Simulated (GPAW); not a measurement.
## Dielectric function and optical constants of Sn

Aim: the dielectric function of Sn, and the optical constants that follow from it. The cell comes from an older database entry, whose edges can differ from later determinations, mostly by under a per cent.

Method: DFT, PBE, plane-wave PAW (GPAW data sets), scalar-relativistic, RPA, optical limit, in GPAW 26.7.0.

The database entry behind the starting cell differs from later determinations by our own check (about 0.15 % long, nanocrystals), so it need not match the best structure at ambient conditions.

### Step 1. The structure

It takes space group I4_1/amd (No. 141, tetragonal). Conventional cell: a = 5.839 Å, b = 5.839 Å, c = 3.188 Å, α = 90.00°, β = 90.00°, γ = 90.00°. Sn has 6 Sn at 3.03 to 3.19 Å nearest.

As a file:

```xyz
2
Lattice="-2.9196 2.9196 1.5938 2.9196 -2.9196 1.5938 2.9196 2.9196 -1.5938" Properties=species:S:1:pos:R:3 pbc="T T T"
Sn    0.0000    2.9196    0.7969
Sn    0.0000    0.0000    0.0000
```

### Step 2. Bands for the response

At the fixed density, many empty bands are solved on the mesh of the response, since the spectrum sums over them.

This step: DFT, PBE, plane-wave PAW (GPAW data sets), scalar-relativistic, bands at fixed density (GPAW 26.7.0).

nscf.py reads:

```python
from ase.dft.bandgap import bandgap
from gpaw import GPAW, FermiDirac

calc = GPAW('gs.gpw').fixed_density(kpts={'size': (15, 15, 15), 'gamma': True}, nbands=61, convergence={'bands': 55},
                                    occupations=FermiDirac(0.05), txt='nscf.txt')
print('gap (eV)', bandgap(calc, output=None)[0])
print('direct gap (eV)', bandgap(calc, direct=True, output=None)[0])
print('top band over the Fermi level (eV)', min(calc.get_eigenvalues(kpt=k)[54] for k in range(len(calc.get_ibz_k_points()))) - calc.get_fermi_level())
calc.write('full.gpw', mode='all')
```

Command:

```
OMP_NUM_THREADS=1 python nscf.py
```

Numbers of over 12 decimals in the logs are rounded to 6 here.

What it wrote:

```text
Diagonalizing LCAO Hamiltonian
Converting LCAO to pw mode
convergence criteria:
- Maximum integral of absolute [eigenst]ate change: 4e-08 eV^2 / valence electron
maximum number of iterations: 150

SCF iterations
|iter     |      energy | eigst |  dens |
|iter:   1||             | +3.74 |       |
|iter:   2||             | +2.45 |       |
|iter:   3||             | +1.33 |       |
|iter:   4||             | +0.06 |       |
|iter:   5||             | -0.85 |       |
|iter:   6||             | -1.82 |       |
|iter:   7||             | -2.56 |       |
|iter:   8||             | -3.46 |       |
|iter:   9||             | -4.14 |       |
|iter:  10||             | -4.96 |       |
|iter:  11||             | -5.57 |       |
|iter:  12||             | -6.27 |       |
|iter:  13||             | -6.78 |       |
|iter:  14||             | -7.18 |       |
|iter:  15||             | -7.49c|       |
SCF steps: 15
  __  _  _
 | _ |_)|_||  |
 |__||  | ||/\| - 26.7.0

Versions:
  Python: 3.12.14
  ASE:    3.29.0
  Numpy:  2.5.5
  Scipy:  1.18.1
  Libxc:  7.0.0

Input parameters:
  mode=PW(ecut=500.0),
  convergence={'bands': 55},
  gpts=array([24, 24, 24]),
  kpts=MonkhorstPack(size=(15, 15, 15), gamma=True),
  maxiter=150,
  nbands=61,
  occupations=Occupations(name='fermi-dirac', width=0.05, fixmagmom=False),
  parallel={},
  xc=XC(name='PBE')

--- standard output ---
gap (eV) 0.0
direct gap (eV) 0.0
top band over the Fermi level (eV) 37.475738
```

Elapsed: 13 min, on 1 thread of Arm Neoverse V1, shared host; peak memory 0.61 GiB.

### Step 3. Dielectric function, RPA

Local fields let the induced charge screen the field inside the cell, which as a rule lowers ε, most along directions where the density is uneven.

This step: DFT, PBE, plane-wave PAW (GPAW data sets), scalar-relativistic, RPA, optical limit (GPAW 26.7.0).

df.py reads:

```python
from gpaw.response.df import DielectricFunction

df = DielectricFunction('full.gpw', frequencies={'type': 'nonlinear', 'domega0': 0.03, 'omega2': 8},
                        ecut=50,
                        eta=0.15,
                        nbands=55,
                        rate=0.05,
                        txt='df.txt')
for direction in ['x', 'z']:
    df.get_dielectric_function(xc='RPA', direction=direction, filename=f'df_{direction}.csv')
```

Command:

```
OMP_NUM_THREADS=1 python df.py
```

What it wrote:

```text
Using integrator: PointIntegrator
NonLinearFrequencyDescriptor(from 0.000 to 65.392 eV, 498 points)
Nonperiodic BCs:  [False False False]
Using integrator: PointIntegrator
NonLinearFrequencyDescriptor(from 0.000 to 65.392 eV, 498 points)
Nonperiodic BCs:  [False False False]
Using integrator: PointIntegrator

Calculating chi0 body with:
    Ground state adapter containing:
    Number of spins: 1
    Number of kpoints: 3375
    Number of irreducible kpoints: 288
    Number of completely occupied states: 12
    Number of partially occupied states: 16

    Linear response parametrization:
    q_c: [0.0, 0.0, 0.0]
    Number of frequency points: 498
    Planewave cutoff: 50.0
    Number of bands: 55
    Number of planewaves: 45
    Broadening (eta): 0.15

Integrating chi0 body.

Symmetries of q_c:
    Direct symmetries (Uq -> q): 8
    Indirect symmetries (TUq -> q): 8
In total 16 allowed symmetries.

288 groups of equivalent kpoints. 91.466667% reduction.

Integral kind: spectral function

Calculating chi0 optical extensions with:
    Ground state adapter containing:
    Number of spins: 1
    Number of kpoints: 3375
    Number of irreducible kpoints: 288
    Number of completely occupied states: 12
    Number of partially occupied states: 16

    Linear response parametrization:
    Number of frequency points: 498
    Planewave cutoff: 50.0
    Number of bands: 55
    Number of planewaves: 45
    Broadening (eta): 0.15
Integrating chi0 head and wings.

Symmetries of q_c:
    Direct symmetries (Uq -> q): 8
    Indirect symmetries (TUq -> q): 8
In total 16 allowed symmetries.

288 groups of equivalent kpoints. 91.466667% reduction.

Integral kind: spectral function wings

Calculating drude chi0 with:
    Number of frequency points:498
    Plasma frequency decay rate: 0.05 eV

    Ground state adapter containing:
    Number of spins: 1
    Number of kpoints: 3375
    Number of irreducible kpoints: 288
    Number of completely occupied states: 12
    Number of partially occupied states: 16

Symmetries of q_c:
    Direct symmetries (Uq -> q): 8
    Indirect symmetries (TUq -> q): 8
In total 16 allowed symmetries.

288 groups of equivalent kpoints. 91.466667% reduction.

Integral kind: intraband
Plasma frequency:
[[ 8.41-0.j  0.  +0.j  0.  +0.j]
 [ 0.  +0.j  8.41-0.j  0.  +0.j]
 [ 0.  +0.j  0.  +0.j 10.16-0.j]]
```

It took 2.1 min on 1 thread; peak memory 0.28 GiB.

Some rows of df_x.csv (energy; Re and Im without local fields; Re and Im with them):

```text
0.000000, 28345.810767, -0.000000, 28344.602278, -0.000000
0.460735, -270.656066, 98.376856, -272.067391, 97.975881
0.943989, -43.085755, 63.621481, -43.794756, 61.899067
1.451455, -37.575093, 41.679266, -36.996408, 40.740532
1.984998, -32.697526, 17.395706, -32.582203, 17.569616
2.546682, -18.585410, 8.880541, -18.801243, 9.031292
3.138794, -9.274225, 5.564830, -9.882041, 5.353695
3.763875, -7.679632, 6.440384, -7.917447, 5.859511
4.424758, -6.016411, 5.510348, -5.986764, 4.888394
5.124608, -5.666781, 4.231902, -5.398498, 3.837091
5.866977, -4.629848, 2.358127, -4.437004, 2.209145
6.655862, -3.333769, 1.461328, -3.227829, 1.345389
7.495775, -2.441723, 0.975064, -2.370712, 0.890322
8.391833, -1.678602, 0.768408, -1.622000, 0.665415
9.349861, -1.231724, 0.587630, -1.159719, 0.495773
10.376517, -0.830400, 0.434009, -0.763739, 0.365289
11.479449, -0.507811, 0.284597, -0.458185, 0.253467
12.667487, -0.213875, 0.214796, -0.175865, 0.198374
13.950874, 0.006532, 0.177432, 0.042740, 0.163963
```

The Im ε has structure finer than the step of the table below, so its rows give means over 0.5 eV, whole bins alone (the curve runs from 0.305 to 14.0 eV). Peaks (eV: height): E ∥ x 1.08: 69.4.

Sum at mesh points, not converged in k. Table of Im ε by photon energy; means over each step:

| photon energy (eV) | E ∥ x | E ∥ z |
| --- | --- | --- |
| 1.0 | 61.8 | 64.1 |
| 1.5 | 39.6 | 45.4 |
| 2.0 | 17.9 | 28.4 |
| 2.5 | 8.97 | 14.8 |
| 3.0 | 5.50 | 11.6 |
| 3.5 | 6.49 | 10.6 |
| 4.0 | 5.30 | 6.29 |
| 4.5 | 4.76 | 4.22 |
| 5.0 | 3.95 | 3.01 |
| 5.5 | 2.94 | 2.29 |
| 6.0 | 2.11 | 1.45 |
| 6.5 | 1.43 | 1.19 |
| 7.0 | 1.20 | 0.982 |
| 7.5 | 0.893 | 0.714 |
| 8.0 | 0.749 | 0.615 |
| 8.5 | 0.680 | 0.545 |
| 9.0 | 0.572 | 0.503 |
| 9.5 | 0.517 | 0.450 |
| 10.0 | 0.451 | 0.382 |
| 10.5 | 0.387 | 0.346 |
| 11.0 | 0.339 | 0.344 |
| 11.5 | 0.257 | 0.320 |
| 12.0 | 0.259 | 0.278 |
| 12.5 | 0.205 | 0.255 |
| 13.0 | 0.206 | 0.227 |
| 13.5 | 0.159 | 0.200 |

Values under 1 per cm are given as 1; sum at mesh points, not converged in k. The absorption coefficient by photon energy:

| photon energy (eV) | E ∥ x (1/cm) | E ∥ z (1/cm) |
| --- | --- | --- |
| 0.492 | 7.8e5 | 9.5e5 |
| 1.010 | 7.9e5 | 9.2e5 |
| 1.486 | 1.0e6 | 1.2e6 |
| 1.985 | 1.2e6 | 1.3e6 |
| 2.508 | 1.1e6 | 1.3e6 |
| 3.018 | 1.1e6 | 1.3e6 |
| 3.510 | 1.1e6 | 1.5e6 |
| 3.980 | 1.2e6 | 1.5e6 |
| 4.516 | 1.2e6 | 1.5e6 |
| 4.981 | 1.3e6 | 1.5e6 |
| 5.515 | 1.3e6 | 1.5e6 |
| 6.021 | 1.3e6 | 1.5e6 |
| 6.494 | 1.3e6 | 1.4e6 |
| 6.985 | 1.3e6 | 1.4e6 |
| 7.496 | 1.2e6 | 1.4e6 |
| 8.026 | 1.2e6 | 1.3e6 |
| 8.516 | 1.1e6 | 1.3e6 |
| 9.023 | 1.1e6 | 1.3e6 |
| 9.483 | 1.0e6 | 1.2e6 |
| 10.026 | 1.0e6 | 1.2e6 |
| 10.519 | 9.3e5 | 1.1e6 |
| 11.029 | 9.2e5 | 1.1e6 |
| 11.479 | 8.2e5 | 1.0e6 |
| 12.023 | 7.5e5 | 9.9e5 |
| 12.504 | 6.5e5 | 9.3e5 |
| 13.000 | 5.6e5 | 8.6e5 |
| 13.512 | 4.3e5 | 7.9e5 |

Sum at mesh points, not converged in k. Reflectivity at normal incidence against photon energy; read off at these points:

| photon energy (eV) | E ∥ x (%) | E ∥ z (%) |
| --- | --- | --- |
| 0.50 | 95.6 | 97.0 |
| 1.00 | 80.3 | 85.4 |
| 1.50 | 80.4 | 83.9 |
| 2.00 | 85.5 | 82.5 |
| 2.13 | 85.7 | 83.8 |
| 2.50 | 83.0 | 83.4 |
| 3.00 | 80.1 | 77.3 |
| 3.50 | 67.2 | 77.5 |
| 4.00 | 69.5 | 80.4 |
| 4.50 | 64.8 | 82.1 |
| 5.00 | 66.3 | 82.2 |
| 5.50 | 70.0 | 81.8 |
| 6.00 | 70.0 | 84.6 |
| 6.12 | 71.3 | 85.0 |
| 6.50 | 74.5 | 82.6 |
| 7.00 | 72.8 | 82.2 |
| 7.15 | 75.1 | 83.6 |
| 7.50 | 72.2 | 83.2 |
| 8.00 | 71.6 | 82.0 |
| 8.50 | 66.5 | 79.6 |
| 9.00 | 69.0 | 77.8 |
| 9.50 | 63.6 | 76.4 |
| 10.00 | 64.1 | 75.9 |
| 10.50 | 60.4 | 73.2 |
| 11.00 | 61.8 | 69.1 |
| 11.25 | 64.1 | 68.0 |
| 11.50 | 61.2 | 67.4 |
| 12.00 | 53.5 | 67.2 |
| 12.50 | 54.1 | 63.9 |
| 13.00 | 42.2 | 61.2 |
| 13.50 | 41.8 | 59.4 |

Sum at mesh points, not converged in k. The loss function −Im 1/ε at q → 0 by energy loss; read off at these points:

| energy loss (eV) | E ∥ x | E ∥ z |
| --- | --- | --- |
| 0.50 | 0.00144 | 8.0e-4 |
| 1.00 | 0.0110 | 0.00749 |
| 1.50 | 0.0137 | 0.0101 |
| 2.00 | 0.0129 | 0.0135 |
| 2.50 | 0.0205 | 0.0166 |
| 3.00 | 0.0324 | 0.0282 |
| 3.50 | 0.0615 | 0.0287 |
| 4.00 | 0.0626 | 0.0300 |
| 4.50 | 0.0822 | 0.0309 |
| 5.00 | 0.0857 | 0.0357 |
| 5.50 | 0.0806 | 0.0407 |
| 6.00 | 0.0944 | 0.0393 |
| 6.50 | 0.0925 | 0.0515 |
| 7.00 | 0.110 | 0.0596 |
| 7.50 | 0.139 | 0.0648 |
| 8.00 | 0.163 | 0.0802 |
| 8.50 | 0.238 | 0.107 |
| 9.00 | 0.247 | 0.134 |
| 9.50 | 0.366 | 0.165 |
| 10.00 | 0.396 | 0.195 |
| 10.50 | 0.592 | 0.268 |
| 11.00 | 0.637 | 0.373 |
| 11.50 | 0.949 | 0.464 |
| 12.00 | 1.46 | 0.566 |
| 12.50 | 2.22 | 0.779 |
| 13.00 | 3.60 | 1.09 |
| 13.50 | 6.02 | 1.52 |
| 13.60 | 6.72 | 1.65 |

The Im ε, E ∥ x has structure finer than the step of the table below, so its rows give means over 0.25 eV, whole bins alone (the curve runs from 0.305 to 14.0 eV). Peaks (eV: height): without local fields 1.077: 71.1; with local fields 1.077: 69.4.

Sum at mesh points, not converged in k. Table of Im ε, E ∥ x by photon energy; means over each step:

| photon energy (eV) | without local fields | with local fields |
| --- | --- | --- |
| 0.50 | 92.1 | 91.6 |
| 0.75 | 59.4 | 58.2 |
| 1.00 | 66.7 | 65.0 |
| 1.25 | 52.5 | 51.5 |
| 1.50 | 41.1 | 40.4 |
| 1.75 | 28.9 | 29.0 |
| 2.00 | 17.1 | 17.3 |
| 2.25 | 11.2 | 11.3 |
| 2.50 | 9.08 | 9.20 |
| 2.75 | 6.31 | 6.39 |
| 3.00 | 5.45 | 5.36 |
| 3.25 | 6.20 | 5.85 |
| 3.50 | 7.42 | 6.81 |
| 3.75 | 6.61 | 6.02 |
| 4.00 | 5.85 | 5.32 |
| 4.25 | 5.30 | 4.75 |
| 4.50 | 5.42 | 4.83 |
| 4.75 | 4.92 | 4.45 |
| 5.00 | 4.31 | 3.89 |
| 5.25 | 3.92 | 3.59 |
| 5.50 | 3.15 | 2.96 |
| 5.75 | 2.45 | 2.31 |
| 6.00 | 2.29 | 2.16 |
| 6.25 | 1.79 | 1.73 |
| 6.50 | 1.46 | 1.38 |
| 6.75 | 1.49 | 1.39 |
| 7.00 | 1.26 | 1.21 |
| 7.25 | 1.01 | 0.943 |
| 7.50 | 0.974 | 0.893 |
| 7.75 | 0.925 | 0.851 |
| 8.00 | 0.824 | 0.752 |
| 8.25 | 0.736 | 0.654 |
| 8.50 | 0.794 | 0.694 |
| 8.75 | 0.733 | 0.667 |
| 9.00 | 0.622 | 0.558 |
| 9.25 | 0.599 | 0.513 |
| 9.50 | 0.604 | 0.518 |
| 9.75 | 0.564 | 0.518 |
| 10.00 | 0.482 | 0.456 |
| 10.25 | 0.423 | 0.375 |
| 10.50 | 0.450 | 0.389 |
| 10.75 | 0.412 | 0.398 |
| 11.00 | 0.332 | 0.338 |
| 11.25 | 0.287 | 0.276 |
| 11.50 | 0.284 | 0.255 |
| 11.75 | 0.282 | 0.260 |
| 12.00 | 0.266 | 0.265 |
| 12.25 | 0.229 | 0.232 |
| 12.50 | 0.209 | 0.201 |
| 12.75 | 0.219 | 0.201 |
| 13.00 | 0.215 | 0.211 |
| 13.25 | 0.177 | 0.188 |
| 13.50 | 0.155 | 0.155 |
| 13.75 | 0.169 | 0.155 |

Optical constants at common wavelengths, from n + ik = √ε:

| wavelength (nm) | n x | k x | R (%) x | 1/α x | n z | k z | R (%) z | 1/α z |
| --- | --- | --- | --- | --- | --- | --- | --- | --- |
| 800 | 2.98 | 6.765 | 80.6 | 9.4 nm | 2.82 | 7.403 | 83.7 | 8.6 nm |
| 633 | 1.55 | 5.981 | 85.3 | 8.4 nm | 2.36 | 6.473 | 82.3 | 7.8 nm |
| 532 | 1.06 | 4.841 | 84.7 | 8.7 nm | 1.52 | 5.673 | 84.3 | 7.5 nm |
| 450 | 0.76 | 4.062 | 84.5 | 8.8 nm | 1.22 | 4.661 | 81.7 | 7.7 nm |
| 405 | 0.78 | 3.392 | 78.7 | 9.5 nm | 1.37 | 4.269 | 77.1 | 7.5 nm |
| 365 | 1.08 | 3.031 | 68.0 | 9.6 nm | 1.45 | 4.193 | 75.5 | 6.9 nm |
| 308 | 0.90 | 2.875 | 69.6 | 8.5 nm | 0.83 | 3.670 | 80.2 | 6.7 nm |

A polished face would reflect 84 % of daylight and look near white (CIE x = 0.314, y = 0.332 under D65).

### Step 4. Results

In words: At this level (PBE, RPA) Sn is a metal. The mesh is too coarse to trust the carriers' weight, the reflectivity or the colour to better than tens of per cent. A polished face would reflect 84 % of daylight and look near white (CIE x = 0.314, y = 0.332 under D65). The carriers' damping of 0.05 eV is typed, not computed; it shapes the response at the lowest energies. Spin-orbit coupling is left out although heavy atoms are present. GPAW's carrier term has the form −ωp²/(ω + i·rate)², which damps like twice the rate and fails at low energy, so the curves leave the lowest energies out. The sum runs over mesh points 0.15 Å⁻¹ apart with no interpolation, so peaks are partly noise of the mesh, and the Drude plasma energy, a sum over the Fermi surface, isn't converged.

[Machine, clock and banner lines and Python warnings are left out of the logs.]

[Logs are printed without paths, hosts, clocks, repeated set-up lines and the standing remarks that a program may print on its own settings, such as how far it seeks lower states.]

[Hosts, paths, dates, database ids (printed as entryN), source tags and the programs' standing remarks are cut or masked in the printed files.]
